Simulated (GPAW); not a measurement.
# How KMgF3 absorbs and reflects light, part 2 of 2

Wanted: where KMgF3 starts to absorb, how strongly, and its refractive index.

GPAW 26.7.0; DFT, LDA, plane-wave PAW (GPAW data sets), scalar-relativistic, RPA, optical limit.

So far. Step 2 (Ground state): There is a gap, 6.97 eV on this mesh (points off the mesh can give less), so no carriers' term is needed.

**4. Dielectric function, RPA**

Local fields let the induced charge screen the field inside the cell, which as a rule lowers ε, most along directions where the density is uneven.

This step: DFT, LDA, plane-wave PAW (GPAW data sets), scalar-relativistic, RPA, optical limit (GPAW 26.7.0).

The input, df.py:

```python
from gpaw.response.df import DielectricFunction

df = DielectricFunction('full.gpw', frequencies={'type': 'nonlinear', 'domega0': 0.03, 'omega2': 8},
                        ecut=50,
                        eta=0.1,
                        nbands=43,
                        txt='df.txt')
for direction in ['x']:
    df.get_dielectric_function(xc='RPA', direction=direction, filename=f'df_{direction}.csv')
```

On the command line:

```sh
$ OMP_NUM_THREADS=1 python df.py
```

The log of the run:

```text
Using integrator: PointIntegrator
NonLinearFrequencyDescriptor(from 0.000 to 100.485 eV, 541 points)
Nonperiodic BCs:  [False False False]
Using integrator: PointIntegrator
NonLinearFrequencyDescriptor(from 0.000 to 100.485 eV, 541 points)
Nonperiodic BCs:  [False False False]

Calculating chi0 body with:
    Ground state adapter containing:
    Number of spins: 1
    Number of kpoints: 512
    Number of irreducible kpoints: 35
    Number of completely occupied states: 20
    Number of partially occupied states: 20

    Linear response parametrization:
    q_c: [0.0, 0.0, 0.0]
    Number of frequency points: 541
    Planewave cutoff: 50.0
    Number of bands: 43
    Number of planewaves: 57
    Broadening (eta): 0.1

Integrating chi0 body.

Symmetries of q_c:
    Direct symmetries (Uq -> q): 48
    Indirect symmetries (TUq -> q): 0
In total 48 allowed symmetries.

35 groups of equivalent kpoints. 93.1640625% reduction.

Integral kind: spectral function

Calculating chi0 optical extensions with:
    Ground state adapter containing:
    Number of spins: 1
    Number of kpoints: 512
    Number of irreducible kpoints: 35
    Number of completely occupied states: 20
    Number of partially occupied states: 20

    Linear response parametrization:
    Number of frequency points: 541
    Planewave cutoff: 50.0
    Number of bands: 43
    Number of planewaves: 57
    Broadening (eta): 0.1
Integrating chi0 head and wings.

Symmetries of q_c:
    Direct symmetries (Uq -> q): 48
    Indirect symmetries (TUq -> q): 0
In total 48 allowed symmetries.

35 groups of equivalent kpoints. 93.1640625% reduction.

Integral kind: spectral function wings
```

Elapsed: 10 s, on 1 thread of Arm Neoverse V2, shared host; peak memory 0.31 GiB.

This step gave:

| Property | Result |
| --- | --- |
| electronic dielectric constant ε∞, mean over x, y and z (by symmetry where fewer were run) | 2.016 |
| main peak of Im epsilon, first axis | 11.21 eV |

Some rows of df_x.csv (energy; Re and Im without local fields; Re and Im with them):

```text
0.000000, 2.121792, 0.000000, 2.015645, 0.000000
0.555532, 2.123591, 0.000649, 2.017313, 0.000602
1.143969, 2.129480, 0.001358, 2.022776, 0.001260
1.768324, 2.140428, 0.002161, 2.032941, 0.002008
2.431988, 2.157853, 0.003113, 2.049148, 0.002898
3.138794, 2.183917, 0.004303, 2.073450, 0.004019
3.893091, 2.222123, 0.005904, 2.109205, 0.005538
4.699832, 2.278683, 0.008280, 2.162425, 0.007817
5.564682, 2.366372, 0.012429, 2.245617, 0.011852
6.494155, 2.520884, 0.022878, 2.394230, 0.022202
7.495775, 2.932857, 0.202688, 2.800059, 0.204037
8.578281, 3.079842, 0.717206, 2.929186, 0.719885
9.751884, 2.993693, 0.975304, 2.800588, 0.970591
11.028587, 2.594309, 2.244131, 2.431314, 2.132116
12.422601, 1.679852, 1.159439, 1.389240, 1.144398
13.950874, 1.827928, 0.673299, 1.535321, 0.598648
15.633783, 2.403560, 1.416517, 1.847743, 1.217870
17.496047, 1.707453, 1.776279, 1.582916, 1.522257
19.567954, 1.331946, 3.124467, 0.740600, 1.663144
```

The Im ε, E ∥ x has structure finer than the step of the table below, so its rows give means over 0.5 eV, whole bins alone (the curve runs from 0 to 19.9 eV). Peaks (eV: height): 8.77: 0.917, 11.18: 2.49, 14.59: 1.10, 16.03: 1.37, 17.50: 1.52, 18.97: 1.81.

Values under the direct gap are tails of Lorentzian lines. Im ε, E ∥ x against photon energy; means over each step:

```tsv
photon energy (eV)	Im ε, E ∥ x
0.5	5.4e-4
1.0	0.00110
1.5	0.00168
2.0	0.00231
2.5	0.00300
3.0	0.00379
3.5	0.00470
4.0	0.00580
4.5	0.00718
5.0	0.00899
5.5	0.0115
6.0	0.0154
6.5	0.0228
7.0	0.0532
7.5	0.243
8.0	0.467
8.5	0.589
9.0	0.611
9.5	0.823
10.0	0.999
10.5	1.71
11.0	2.27
11.5	2.14
12.0	1.28
12.5	1.20
13.0	1.28
13.5	0.854
14.0	0.612
14.5	0.945
15.0	0.840
15.5	1.06
16.0	1.27
16.5	0.899
17.0	1.14
17.5	1.41
18.0	1.33
18.5	1.60
19.0	1.76
19.5	1.68
```

Re ε, E ∥ x against photon energy:

```tsv
photon energy (eV)	Re ε, E ∥ x
0.0	2.02
0.5	2.02
1.0	2.02
1.5	2.03
2.0	2.04
2.5	2.05
3.0	2.07
3.5	2.09
4.0	2.12
4.5	2.15
5.0	2.19
5.5	2.24
6.0	2.30
6.5	2.40
7.0	2.54
7.5	2.80
8.0	2.63
8.5	2.92
9.0	2.52
9.5	2.77
10.0	2.96
10.5	2.88
11.0	2.39
11.5	1.24
12.0	1.18
12.5	1.47
13.0	1.27
13.5	1.08
14.0	1.56
14.5	1.82
15.0	1.60
15.5	1.92
16.0	1.56
16.5	1.57
17.0	1.86
17.5	1.58
18.0	1.65
18.5	1.59
19.0	1.18
19.5	0.801
```

Table of refractive index n and extinction k by photon energy:

```tsv
photon energy (eV)	n	k
0.0	1.42	0
0.5	1.42	1.9e-4
1.0	1.42	3.9e-4
1.5	1.42	5.9e-4
2.0	1.43	8.1e-4
2.5	1.43	0.00105
3.0	1.44	0.00131
3.5	1.45	0.00162
4.0	1.45	0.00199
4.5	1.47	0.00244
5.0	1.48	0.00303
5.5	1.50	0.00383
6.0	1.52	0.00504
6.5	1.55	0.00721
7.0	1.60	0.0139
7.5	1.68	0.0628
8.0	1.63	0.140
8.5	1.72	0.159
9.0	1.59	0.147
9.5	1.68	0.235
10.0	1.74	0.247
10.5	1.76	0.452
11.0	1.67	0.630
11.5	1.39	0.825
12.0	1.20	0.515
12.5	1.29	0.434
13.0	1.25	0.544
13.5	1.11	0.397
14.0	1.27	0.243
14.5	1.40	0.363
15.0	1.30	0.311
15.5	1.43	0.375
16.0	1.35	0.503
16.5	1.30	0.336
17.0	1.42	0.410
17.5	1.37	0.553
18.0	1.37	0.473
18.5	1.39	0.579
19.0	1.29	0.693
19.5	1.16	0.742
```

The reflectivity at normal incidence, E ∥ x has structure finer than the step of the table below, so its rows give means over 0.5 eV, whole bins alone (the curve runs from 0 to 19.9 eV). Peaks (eV: height): 8.58: 7.61, 10.81: 12.6, 11.48: 13.1, 13.00: 6.69, 16.03: 6.59, 17.50: 7.52, 19.45: 11.1.

The reflectivity at normal incidence, E ∥ x by photon energy; means over each step:

```tsv
photon energy (eV)	reflectivity at normal incidence, E ∥ x (%)
0.5	3.02
1.0	3.03
1.5	3.06
2.0	3.10
2.5	3.16
3.0	3.23
3.5	3.32
4.0	3.43
4.5	3.57
5.0	3.74
5.5	3.95
6.0	4.24
6.5	4.63
7.0	5.29
7.5	6.23
8.0	6.08
8.5	6.99
9.0	6.18
9.5	7.56
10.0	8.55
10.5	10.6
11.0	12.1
11.5	12.1
12.0	6.32
12.5	5.51
13.0	6.18
13.5	3.51
14.0	2.52
14.5	4.52
15.0	3.69
15.5	5.31
16.0	6.04
16.5	3.90
17.0	5.60
17.5	6.88
18.0	6.32
18.5	8.07
19.0	9.63
19.5	10.7
```

The loss function −Im 1/ε at q → 0, E ∥ x has structure finer than the step of the table below, so its rows give means over 0.5 eV, whole bins alone (the curve runs from 0 to 19.9 eV). Peaks (eV: height): 11.71: 0.466, 13.51: 0.454, 14.77: 0.306, 16.23: 0.397, 19.81: 0.599.

Values under the direct gap are tails of Lorentzian lines. Table of loss function −Im 1/ε at q → 0, E ∥ x by energy loss; means over each step:

energy loss (eV), loss function −Im 1/ε at q → 0, E ∥ x and a bar:
```
      0.5      0.000 
      1.0      0.000 
      1.5      0.000 
      2.0      0.001 
      2.5      0.001 
      3.0      0.001 
      3.5      0.001 
      4.0      0.001 
      4.5      0.002 
      5.0      0.002 
      5.5      0.002 
      6.0      0.003 
      6.5      0.004 
      7.0      0.008 
      7.5      0.032 ##
      8.0      0.065 ####
      8.5      0.070 ####
      9.0      0.087 #####
      9.5      0.093 ######
     10.0      0.098 ######
     10.5      0.146 #########
     11.0      0.212 #############
     11.5      0.355 ######################
     12.0      0.407 #########################
     12.5      0.336 #####################
     13.0      0.399 #########################
     13.5      0.417 ##########################
     14.0      0.224 ##############
     14.5      0.239 ###############
     15.0      0.256 ################
     15.5      0.228 ##############
     16.0      0.328 ####################
     16.5      0.284 ##################
     17.0      0.244 ###############
     17.5      0.312 ###################
     18.0      0.306 ###################
     18.5      0.321 ####################
     19.0      0.386 ########################
     19.5      0.482 ##############################
```

Optical constants at common wavelengths, from n + ik = √ε:

```tsv
wavelength (nm)	n	k	R (%)	1/α
532	1.43	0.001	3.1	44 µm
450	1.44	0.001	3.2	30 µm
405	1.44	0.001	3.2	24 µm
365	1.44	0.002	3.3	19 µm
308	1.45	0.002	3.4	12 µm
248	1.48	0.003	3.7	6.5 µm
193	1.54	0.007	4.6	2.3 µm
```

Below the direct gap, k and the depth come from the tails of the Lorentzian lines, not from transitions.

**5. What came out**

```
electronic dielectric constant ε∞, mean over x, y and z (by symmetry where fewer were run) (RPA) : 2.02
main peak of Im epsilon, first axis                                                              : 11.2 eV
```

In words: At this level (LDA, RPA) KMgF3 has ε∞ = 2.02 and n = 1.42 at 1550 nm, and Im ε peaks at 11.2 eV. On the mesh the gap is 6.97 eV and the least direct gap 7.29 eV, so on this mesh the band edges lie at different points. Local fields change the static value along x from 2.12 to 2.02 (-5 %). Distinct maxima of Im ε, read by a parabola through the highest points, lie at 10.82 eV (2.3), 11.21 eV (2.5), 17.48 eV (1.5) and 18.94 eV (1.8). Excitons and phonon-assisted transitions are missing; LDA gaps are as a rule too small, which pulls the onset down and ε∞ up. The sum runs over mesh points, so small or evenly spaced maxima can still be ripples of the mesh. In this version of GPAW the matrix elements of the optical limit are incomplete, which can lower ε − 1 by up to a tenth where first-row anions or d states rule, and shift it by more in d metals.

[Machine, clock and banner lines and Python warnings are left out of the logs.]

[Logs are printed without paths, hosts, clocks, repeated set-up lines and the standing remarks that a program may print on its own settings, such as how far it seeks lower states.]

[Hosts, paths, dates, database ids (printed as entryN), source tags and the programs' standing remarks are cut or masked in the printed files.]
